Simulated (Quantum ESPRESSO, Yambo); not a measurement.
Planning a run of Yambo 5.3.0 on PbO (Massicot). The input:

```
HF_and_locXC
gw0
dyson
ppa
em1d
rim_cut
RandQpts= 1000000
RandGvec= 1 RL
EXXRLvcs= 76 Ry
VXCRLvcs= 304 Ry
Chimod= "HARTREE"
% BndsRnXp
 1 | 131 |
%
NGsBlkXp= 9 Ry
% LongDrXp
 1 | 1 | 1 |
%
% GbndRnge
 1 | 131 |
%
DysSolver= "n"
ExtendOut
PPAPntXp= 27.21138 eV
% QPkrange
 7 | 7 | 55 | 58 |
 11 | 11 | 55 | 58 |
 1 | 1 | 55 | 58 |
%
```

```sh
OMP_NUM_THREADS=2 mpirun -n 4 yambo -F gw9.in -J gw9 -C gw9 > gw9.log
```

The stored states that it reads are on a 2×2×4 mesh. The structure is orthorhombic, space group Pbcm (No. 57). Conventional cell: a = 5.893 Å, b = 5.490 Å, c = 4.753 Å, α = 90.00°, β = 90.00°, γ = 90.00°. Pb has 4 O at 2.22 to 2.48 Å nearest. Nearest to O lie 4 Pb at 2.22 to 2.48 Å. Farther neighbours and most contacts between anions are not listed.

Estimate wall time and host memory on 4 MPI ranks of AMD EPYC 7R43, shared host.

It took 3.1 min; on shared hardware allow 94 s to 6.3 min. Peak host memory was 5.3 GiB.

The screening grows as filled bands × empty bands × pairs of k points, times the square of the screening basis for the matrix.

[Paths, hosts, dates, memory and timing lines, banners, echoed tables and standing remarks are left out of the program output.]

[Logs are printed without paths, hosts, clocks, repeated set-up lines and the standing remarks that a program may print on its own settings, such as how far it seeks lower states.]

[Runs of the session that timed out or met a known fault of the program may be left out.]

[Hosts, paths, dates, database ids (printed as entryN), source tags and the programs' standing remarks are cut or masked in the printed files.]
